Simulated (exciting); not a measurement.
## GaN: the Ga K edge from the Bethe–Salpeter equation

How far do the exchange and direct terms reshape the Ga K edge of GaN?

Calculated with exciting sodium; X-ray absorption, core-level Bethe-Salpeter equation, exchange and statically screened direct term, Tamm-Dancoff, all-electron LAPW+lo LDA.

Most raw output is cut from this account.

The database entry behind the starting cell differs from later determinations by our own check (about 0.3 % short, ideal inner coordinate), so it need not match the best structure at ambient conditions.

## Step 1: Starting point

It takes space group P6_3mc (No. 186, hexagonal). Conventional cell: a = 3.180 Å, b = 3.180 Å, c = 5.166 Å, α = 90.00°, β = 90.00°, γ = 120.00°. Nearest to Ga lie 4 N at 1.94 to 1.95 Å. Nearest to N lie 4 Ga at 1.94 to 1.95 Å. Farther neighbours and most contacts between anions are not listed.

Structure file:

```xyz
4
Lattice="3.1800 0.0000 0.0000 -1.5900 2.7540 0.0000 0.0000 0.0000 5.1660" Properties=species:S:1:pos:R:3 pbc="T T T"
Ga    1.5900    0.9180    2.5830
Ga    0.0000    1.8360    0.0000
N     1.5900    0.9180    4.5203
N     0.0000    1.8360    1.9373
```

Differences between curves are given as r.m.s. difference over r.m.s. height.

## Step 2: The self-consistent potential

The species files are the program's own, with muffin-tin radii set in the input.

input.xml reads:

```
<input>
  <title>GaN</title>
  <structure speciespath="." autormt="false" epslat="1.0e-5">
    <crystal>
      <basevect>6.0093290752 0.0000000000 0.0000000000</basevect>
      <basevect>-3.0046645376 5.2042316388 0.0000000000</basevect>
      <basevect>0.0000000000 0.0000000000 9.7623251580</basevect>
    </crystal>
    <species speciesfile="Ga.xml" rmt="2.059">
      <atom coord="0.6666666667 0.3333333333 0.5000000000"/>
      <atom coord="0.3333333333 0.6666666667 0.0000000000"/>
    </species>
    <species speciesfile="N.xml" rmt="1.492">
      <atom coord="0.6666666667 0.3333333333 0.8750000000"/>
      <atom coord="0.3333333333 0.6666666667 0.3750000000"/>
    </species>
  </structure>
  <groundstate do="fromscratch" xctype="LDA_PW" ngridk="6 6 3" rgkmax="7" gmaxvr="14" nempty="8" swidth="0.001" maxscl="100" epsengy="1e-5"/>
</input>
```

On the command line:

```console
OMP_NUM_THREADS=1 mpirun -n 2 exciting
```

It took 60 s on 2 MPI ranks of Arm Neoverse V2, shared host.

The mesh shows a gap of 1.98 eV. Core levels (Dirac, from the valence top):

| atom | level | energy (eV) |
| --- | --- | --- |
| Ga | 2s1/2 | -1253.2 |
| Ga | 2p1/2 | -1110.0 |
| Ga | 2p3/2 | -1082.4 |
| Ga | 3s1/2 | -141.2 |
| Ga | 3p1/2 | -94.9 |
| Ga | 3p3/2 | -91.3 |
| N | 1s1/2 | -371.8 |

## Step 3: A richer basis for the empty states

Each species file gets more local orbitals, built from u and its energy derivative at 0.15 Ha and u at 0.9 Ha.

input.xml is that of step 2.

SPECIES.xml, added lines reads:

```
<lo l="L">  <!-- L = 0, 1, 2 -->
  <wf matchingOrder="0" trialEnergy="0.1500" searchE="false"/>
  <wf matchingOrder="1" trialEnergy="0.1500" searchE="false"/>
  <wf matchingOrder="0" trialEnergy="0.9000" searchE="false"/>
</lo>
```

On the command line:

```console
OMP_NUM_THREADS=1 mpirun -n 2 exciting
```

Wall time 68 s (2 MPI ranks).

Against the first ground state the total energy moves by -4 meV an atom and the gap by 0.00 eV.

## Step 4: Screening, kernels and BSE for Ga atom 1

The absorber has 4 N at 1.94 Å (tetrahedral, site symmetry 3m).

input.xml: that of step 3 with these lines changed.

```diff
@@ -17,3 +17,20 @@
   </structure>
-  <groundstate do="fromscratch" xctype="LDA_PW" ngridk="6 6 3" rgkmax="7" gmaxvr="14" nempty="8" swidth="0.001" maxscl="100" epsengy="1e-5"/>
+  <groundstate do="skip" xctype="LDA_PW" ngridk="6 6 3" rgkmax="7" gmaxvr="14" nempty="8" swidth="0.001" maxscl="100" epsengy="1e-5"/>
+  <xs xstype="BSE" ngridk="5 5 3" ngridq="5 5 3" vkloff="0.097 0.273 0.493" rgkmax="7" nempty="22" gqmax="3" lmaxapwwf="5" lmaxemat="2" broad="0.03344" tevout="true">
+    <energywindow intv="374.528 376.145" points="439"/>
+    <screening screentype="full" nempty="40"/>
+    <BSE xas="true" xasspecies="1" xasatom="1" xasedge="K" bsetype="singlet" nstlxas="1 18"/>
+    <qpointset>
+      <qpoint>0 0 0</qpoint>
+    </qpointset>
+    <plan>
+      <doonly task="xsgeneigvec"/>
+      <doonly task="writepmatxs"/>
+      <doonly task="scrgeneigvec"/>
+      <doonly task="scrwritepmat"/>
+      <doonly task="screen"/>
+      <doonly task="scrcoulint"/>
+      <doonly task="exccoulint"/>
+    </plan>
+  </xs>
 </input>
```

input.xml for the last start (plan only) reads:

```
  <plan>
    <doonly task="bse"/>
  </plan>
```

On the command line:

```console
OMP_NUM_THREADS=1 mpirun -n 2 exciting
OMP_NUM_THREADS=2 exciting
```

It took 18 min on 2 MPI ranks.

Wall time by task: xsgeneigvec 16 s, writepmatxs 10 s, scrgeneigvec 16 s, scrwritepmat 4.1 s, screen 3.9 min, scrcoulint 5.5 min, exccoulint 7.4 min, bse 19 s.

The Ga K spectrum of Ga atom 1 (energy from the Kohn–Sham onset, core level to the lowest empty state found on the meshes used, 10203.43 eV; the ground-state mesh sets it, and the shifted mesh has its lowest transition 0.91 eV above it; Im ε scaled to the maximum of the singlet run; cut below the end of the band set):

| E (eV) | isotropic | ε ⊥ c | ε ∥ c |
| --- | --- | --- | --- |
| -5.5 | 0.03 | 0.03 | 0.03 |
| -5.0 | 0.03 | 0.03 | 0.03 |
| -4.5 | 0.03 | 0.03 | 0.03 |
| -4.0 | 0.04 | 0.04 | 0.04 |
| -3.5 | 0.04 | 0.04 | 0.04 |
| -3.0 | 0.05 | 0.05 | 0.05 |
| -2.5 | 0.06 | 0.06 | 0.05 |
| -2.0 | 0.07 | 0.07 | 0.06 |
| -1.5 | 0.08 | 0.08 | 0.08 |
| -1.0 | 0.10 | 0.10 | 0.10 |
| -0.5 | 0.13 | 0.14 | 0.13 |
| 0.0 | 0.19 | 0.19 | 0.18 |
| 0.5 | 0.28 | 0.29 | 0.26 |
| 1.0 | 0.44 | 0.45 | 0.40 |
| 1.5 | 0.63 | 0.65 | 0.59 |
| 2.0 | 0.70 | 0.70 | 0.71 |
| 2.5 | 0.65 | 0.63 | 0.69 |
| 3.0 | 0.60 | 0.57 | 0.67 |
| 3.5 | 0.60 | 0.56 | 0.70 |
| 4.0 | 0.67 | 0.60 | 0.80 |
| 4.5 | 0.75 | 0.66 | 0.92 |
| 5.0 | 0.79 | 0.73 | 0.91 |
| 5.5 | 0.81 | 0.80 | 0.83 |
| 6.0 | 0.88 | 0.92 | 0.81 |
| 6.5 | 0.99 | 1.09 | 0.78 |
| 7.0 | 0.97 | 1.12 | 0.68 |
| 7.5 | 0.85 | 0.99 | 0.56 |
| 8.0 | 0.73 | 0.85 | 0.48 |
| 8.5 | 0.66 | 0.75 | 0.47 |
| 9.0 | 0.62 | 0.68 | 0.51 |
| 9.5 | 0.60 | 0.60 | 0.58 |
| 10.0 | 0.58 | 0.53 | 0.68 |
| 10.5 | 0.55 | 0.48 | 0.70 |
| 11.0 | 0.48 | 0.42 | 0.61 |
| 11.5 | 0.42 | 0.38 | 0.50 |
| 12.0 | 0.39 | 0.36 | 0.44 |
| 12.5 | 0.37 | 0.35 | 0.41 |
| 13.0 | 0.34 | 0.32 | 0.39 |
| 13.5 | 0.33 | 0.30 | 0.39 |
| 14.0 | 0.35 | 0.30 | 0.43 |
| 14.5 | 0.37 | 0.32 | 0.46 |
| 15.0 | 0.40 | 0.36 | 0.48 |
| 15.5 | 0.44 | 0.41 | 0.49 |
| 16.0 | 0.46 | 0.43 | 0.50 |
| 16.5 | 0.47 | 0.45 | 0.52 |
| 17.0 | 0.48 | 0.46 | 0.53 |
| 17.5 | 0.50 | 0.49 | 0.54 |

Maxima (height): 1.9 eV (0.71) and 6.7 eV (1.00).

The Hamiltonian has 2700 rows. The lowest groups of eigenvalues and the brightest ones, on the scale above (the program counts from the shifted mesh's onset, 0.91 eV higher). Core spinors bring spin-forbidden partners, so dark means forbidden by spin or by symmetry, and the shifted mesh splits states that symmetry would keep together:

| energy (eV) | states within 10 meV | relative strength |
| --- | --- | --- |
| 0.271 | 2 | 0.0023 |
| 0.542 | 2 | 0.013 |
| 0.816 | 2 | 0.020 |
| 1.120 | 2 | 0.037 |
| 1.168 | 2 | 0.049 |
| 1.330 | 2 | 0.14 |
| 1.650 | 2 | 1.00 |
| 1.743 | 2 | 0.99 |
| 1.790 | 2 | 0.84 |
| 6.256 | 2 | 0.60 |
| 6.306 | 2 | 0.55 |
| 6.736 | 2 | 0.56 |
| 17.998 | 2 | 0.57 |

## Step 5: Independent particles

input.xml: that of step 4 with these lines changed.

```diff
@@ -21,3 +21,3 @@
     <screening screentype="full" nempty="40"/>
-    <BSE xas="true" xasspecies="1" xasatom="1" xasedge="K" bsetype="singlet" nstlxas="1 18"/>
+    <BSE xas="true" xasspecies="1" xasatom="1" xasedge="K" bsetype="IP" nstlxas="1 18"/>
     <qpointset>
@@ -26,9 +26,3 @@
     <plan>
-      <doonly task="xsgeneigvec"/>
-      <doonly task="writepmatxs"/>
-      <doonly task="scrgeneigvec"/>
-      <doonly task="scrwritepmat"/>
-      <doonly task="screen"/>
-      <doonly task="scrcoulint"/>
-      <doonly task="exccoulint"/>
+      <doonly task="bse"/>
     </plan>
```

On the command line:

```console
OMP_NUM_THREADS=2 exciting
```

Elapsed: 1.5 s, on 2 threads.

Maxima (height): 8.3 eV (0.86). The spectrum differs from the singlet run by 50 % r.m.s. Moving the earlier curve by +3.6 eV leaves 22 %. The highest maximum lies at 8.3 eV (0.86), against 6.7 eV (1.00).

## Step 6: Exchange alone

input.xml: that of step 5 with these lines changed.

```diff
@@ -21,3 +21,3 @@
     <screening screentype="full" nempty="40"/>
-    <BSE xas="true" xasspecies="1" xasatom="1" xasedge="K" bsetype="IP" nstlxas="1 18"/>
+    <BSE xas="true" xasspecies="1" xasatom="1" xasedge="K" bsetype="RPA" nstlxas="1 18"/>
     <qpointset>
```

On the command line:

```console
OMP_NUM_THREADS=2 exciting
```

It took 22 s on 2 threads.

Maxima (height): 8.3 eV (0.86). The spectrum is that of the independent-particle run within 1 %.

## Step 7: Direct term alone

input.xml: that of step 6 with these lines changed.

```diff
@@ -21,3 +21,3 @@
     <screening screentype="full" nempty="40"/>
-    <BSE xas="true" xasspecies="1" xasatom="1" xasedge="K" bsetype="RPA" nstlxas="1 18"/>
+    <BSE xas="true" xasspecies="1" xasatom="1" xasedge="K" bsetype="triplet" nstlxas="1 18"/>
     <qpointset>
```

On the command line:

```console
OMP_NUM_THREADS=2 exciting
```

Elapsed: 20 s, on 2 threads.

Maxima (height): 1.9 eV (0.71) and 6.7 eV (1.00). The spectrum is that of the singlet run within 1 %.

## Step 8: Broadening

Changed against the first singlet run: half width (eV) from 0.91 to 0.23.

input.xml: that of step 7 with these lines changed.

```diff
@@ -18,6 +18,6 @@
   <groundstate do="skip" xctype="LDA_PW" ngridk="6 6 3" rgkmax="7" gmaxvr="14" nempty="8" swidth="0.001" maxscl="100" epsengy="1e-5"/>
-  <xs xstype="BSE" ngridk="5 5 3" ngridq="5 5 3" vkloff="0.097 0.273 0.493" rgkmax="7" nempty="22" gqmax="3" lmaxapwwf="5" lmaxemat="2" broad="0.03344" tevout="true">
-    <energywindow intv="374.528 376.145" points="439"/>
+  <xs xstype="BSE" ngridk="5 5 3" ngridq="5 5 3" vkloff="0.097 0.273 0.493" rgkmax="7" nempty="22" gqmax="3" lmaxapwwf="5" lmaxemat="2" broad="0.00845" tevout="true">
+    <energywindow intv="374.528 376.145" points="573"/>
     <screening screentype="full" nempty="40"/>
-    <BSE xas="true" xasspecies="1" xasatom="1" xasedge="K" bsetype="triplet" nstlxas="1 18"/>
+    <BSE xas="true" xasspecies="1" xasatom="1" xasedge="K" bsetype="singlet" nstlxas="1 18"/>
     <qpointset>
```

On the command line:

```console
OMP_NUM_THREADS=2 exciting
```

The job ended after 20 s (2 threads).

The spectrum differs from the singlet run by 33 % r.m.s. The highest maximum lies at 6.7 eV (1.71), against 6.7 eV (1.00). Only the width of each line changes; the area stays. A table step wider than the lines misses their tops.

| E (eV) | first run | this run |
| --- | --- | --- |
| -5.0 | 0.03 | 0.01 |
| -4.0 | 0.04 | 0.01 |
| -3.0 | 0.05 | 0.01 |
| -2.0 | 0.07 | 0.02 |
| -1.0 | 0.10 | 0.03 |
| 0.0 | 0.19 | 0.06 |
| 1.0 | 0.44 | 0.27 |
| 2.0 | 0.70 | 1.05 |
| 3.0 | 0.60 | 0.54 |
| 4.0 | 0.67 | 0.60 |
| 5.0 | 0.79 | 0.94 |
| 6.0 | 0.88 | 0.76 |
| 7.0 | 0.97 | 1.35 |
| 8.0 | 0.73 | 0.62 |
| 9.0 | 0.62 | 0.65 |
| 10.0 | 0.58 | 0.57 |
| 11.0 | 0.48 | 0.46 |
| 12.0 | 0.39 | 0.29 |
| 13.0 | 0.34 | 0.28 |
| 14.0 | 0.35 | 0.34 |
| 15.0 | 0.40 | 0.37 |
| 16.0 | 0.46 | 0.46 |
| 17.0 | 0.48 | 0.53 |

## Step 9: Local-field cutoff

Changed against the first singlet run: cutoff of the screened term (bohr⁻¹) from 3 to 4.

input.xml: that of step 8 with these lines changed.

```diff
@@ -18,4 +18,4 @@
   <groundstate do="skip" xctype="LDA_PW" ngridk="6 6 3" rgkmax="7" gmaxvr="14" nempty="8" swidth="0.001" maxscl="100" epsengy="1e-5"/>
-  <xs xstype="BSE" ngridk="5 5 3" ngridq="5 5 3" vkloff="0.097 0.273 0.493" rgkmax="7" nempty="22" gqmax="3" lmaxapwwf="5" lmaxemat="2" broad="0.00845" tevout="true">
-    <energywindow intv="374.528 376.145" points="573"/>
+  <xs xstype="BSE" ngridk="5 5 3" ngridq="5 5 3" vkloff="0.097 0.273 0.493" rgkmax="7" nempty="22" gqmax="4" lmaxapwwf="5" lmaxemat="2" broad="0.03344" tevout="true">
+    <energywindow intv="374.528 376.145" points="439"/>
     <screening screentype="full" nempty="40"/>
@@ -26,3 +26,5 @@
     <plan>
-      <doonly task="bse"/>
+      <doonly task="xsgeneigvec"/>
+      <doonly task="screen"/>
+      <doonly task="scrcoulint"/>
     </plan>
```

input.xml for the exchange start (cutoff and plan only) reads:

```
  gqmax="3"
  <plan>
    <doonly task="exccoulint"/>
  </plan>
```

On the command line:

```console
OMP_NUM_THREADS=1 mpirun -n 2 exciting
OMP_NUM_THREADS=1 mpirun -n 2 exciting
```

It took 19 min on 2 MPI ranks.

The run was cut off at its time limit.

## Step 10: Coarser mesh

Changed against the first singlet run: k mesh from 5×5×3 to 3×3×2.

input.xml: that of step 9 with these lines changed.

```diff
@@ -18,3 +18,3 @@
   <groundstate do="skip" xctype="LDA_PW" ngridk="6 6 3" rgkmax="7" gmaxvr="14" nempty="8" swidth="0.001" maxscl="100" epsengy="1e-5"/>
-  <xs xstype="BSE" ngridk="5 5 3" ngridq="5 5 3" vkloff="0.097 0.273 0.493" rgkmax="7" nempty="22" gqmax="4" lmaxapwwf="5" lmaxemat="2" broad="0.03344" tevout="true">
+  <xs xstype="BSE" ngridk="3 3 2" ngridq="3 3 2" vkloff="0.097 0.273 0.493" rgkmax="7" nempty="22" gqmax="3" lmaxapwwf="5" lmaxemat="2" broad="0.03344" tevout="true">
     <energywindow intv="374.528 376.145" points="439"/>
@@ -27,4 +27,8 @@
       <doonly task="xsgeneigvec"/>
+      <doonly task="writepmatxs"/>
+      <doonly task="scrgeneigvec"/>
+      <doonly task="scrwritepmat"/>
       <doonly task="screen"/>
       <doonly task="scrcoulint"/>
+      <doonly task="exccoulint"/>
     </plan>
```

input.xml for the last start (plan only) reads:

```
  <plan>
    <doonly task="bse"/>
  </plan>
```

On the command line:

```console
OMP_NUM_THREADS=1 mpirun -n 2 exciting
OMP_NUM_THREADS=2 exciting
```

Elapsed: 2.9 min, on 2 MPI ranks.

Wall time by task: xsgeneigvec 5.4 s, writepmatxs 4.1 s, scrgeneigvec 4.6 s, scrwritepmat 2.5 s, screen 24 s, scrcoulint 23 s, exccoulint 1.8 min, bse 0.87 s.

These settings are cheaper. The spectrum differs from the singlet run by 4 % r.m.s. The first bright state moves from 1.33 to 1.06 eV. The lowest bare transition of this run lies at 1.65 eV, against 0.91. A coarse mesh samples few band energies, and it inflates the long-range part of the attraction.

| E (eV) | first run | this run |
| --- | --- | --- |
| -5.0 | 0.03 | 0.03 |
| -4.0 | 0.04 | 0.04 |
| -3.0 | 0.05 | 0.05 |
| -2.0 | 0.07 | 0.07 |
| -1.0 | 0.10 | 0.10 |
| 0.0 | 0.19 | 0.19 |
| 1.0 | 0.44 | 0.44 |
| 2.0 | 0.70 | 0.65 |
| 3.0 | 0.60 | 0.61 |
| 4.0 | 0.67 | 0.70 |
| 5.0 | 0.79 | 0.78 |
| 6.0 | 0.88 | 0.92 |
| 7.0 | 0.97 | 0.96 |
| 8.0 | 0.73 | 0.71 |
| 9.0 | 0.62 | 0.58 |
| 10.0 | 0.58 | 0.58 |
| 11.0 | 0.48 | 0.51 |
| 12.0 | 0.39 | 0.37 |
| 13.0 | 0.34 | 0.37 |
| 14.0 | 0.35 | 0.36 |
| 15.0 | 0.40 | 0.40 |
| 16.0 | 0.46 | 0.47 |
| 17.0 | 0.48 | 0.51 |

## Step 11: From independent particles to the full kernel

| level | curve passes 0.15 (eV) | highest maximum (eV) | its height |
| --- | --- | --- | --- |
| IP | 2.0 | 8.3 | 0.86 |
| RPA | 2.0 | 8.3 | 0.86 |
| direct only | -0.3 | 6.7 | 1.00 |
| singlet | -0.3 | 6.7 | 1.00 |

| E (eV) | IP | RPA | direct only | singlet |
| --- | --- | --- | --- | --- |
| -5.0 | 0.02 | 0.02 | 0.03 | 0.03 |
| -4.0 | 0.02 | 0.02 | 0.04 | 0.04 |
| -3.0 | 0.02 | 0.02 | 0.05 | 0.05 |
| -2.0 | 0.03 | 0.03 | 0.07 | 0.07 |
| -1.0 | 0.04 | 0.04 | 0.10 | 0.10 |
| 0.0 | 0.05 | 0.05 | 0.19 | 0.19 |
| 1.0 | 0.08 | 0.08 | 0.44 | 0.44 |
| 2.0 | 0.15 | 0.15 | 0.70 | 0.70 |
| 3.0 | 0.26 | 0.26 | 0.60 | 0.60 |
| 4.0 | 0.29 | 0.29 | 0.67 | 0.67 |
| 5.0 | 0.34 | 0.34 | 0.79 | 0.79 |
| 6.0 | 0.44 | 0.44 | 0.88 | 0.88 |
| 7.0 | 0.56 | 0.56 | 0.97 | 0.97 |
| 8.0 | 0.84 | 0.84 | 0.73 | 0.73 |
| 9.0 | 0.84 | 0.84 | 0.62 | 0.62 |
| 10.0 | 0.81 | 0.81 | 0.58 | 0.58 |
| 11.0 | 0.79 | 0.79 | 0.48 | 0.48 |
| 12.0 | 0.68 | 0.68 | 0.39 | 0.39 |
| 13.0 | 0.56 | 0.56 | 0.34 | 0.34 |
| 14.0 | 0.44 | 0.44 | 0.35 | 0.35 |
| 15.0 | 0.41 | 0.41 | 0.40 | 0.40 |
| 16.0 | 0.46 | 0.46 | 0.46 | 0.46 |
| 17.0 | 0.51 | 0.51 | 0.48 | 0.48 |

## Step 12: Outcome

| Item | Value |
| --- | --- |
| absorber and edge | Ga K, atom 1 |
| surroundings | 4 N at 1.94 Å (tetrahedral, site symmetry 3m) |
| first bright state | 1.33 eV from the Kohn–Sham onset, on this mesh |
| highest maximum | 6.7 eV |
| cost of the BSE run | 18 min on 2 MPI ranks of Arm Neoverse V2, shared host; the last task ran on as many threads |

What this shows: Is a core exciton bound? No bright one: the first bright state (over 5 % of the brightest) lies at 1.33 eV from the Kohn–Sham onset and at 0.42 eV from the lowest bare transition of its own mesh; weaker or dark states reach down to 0.27 eV. Changing the half width (eV) from 0.91 to 0.23 alters the spectrum by 33 % r.m.s. Exchange alone changes the independent-particle spectrum by 0.0 % r.m.s. Leaving exchange out of the full kernel changes the spectrum by 0.0 % r.m.s. A mesh of 75 points doesn't converge binding energies, and fine structure above the first lines is partly noise of the mesh. Exchange and the short-range direct term aren't converged in the kernel cutoff. The zero comes from the unshifted 6×6×3 ground-state mesh; it is exact only where the band minimum lies on that mesh. The Kohn–Sham onset, 10203 eV, is no photon energy (tabulated edge of the element: 10367 eV): the scale needs a rigid shift. No quasiparticle correction widens the gap or stretches the bands. Vibrations and energy-dependent lifetimes are left out. The structure is a published determination, not relaxed.

[Logs are printed without paths, hosts, clocks, repeated set-up lines and the standing remarks that a program may print on its own settings, such as how far it seeks lower states.]

[Hosts, paths, dates, database ids (printed as entryN), source tags and the programs' standing remarks are cut or masked in the printed files.]
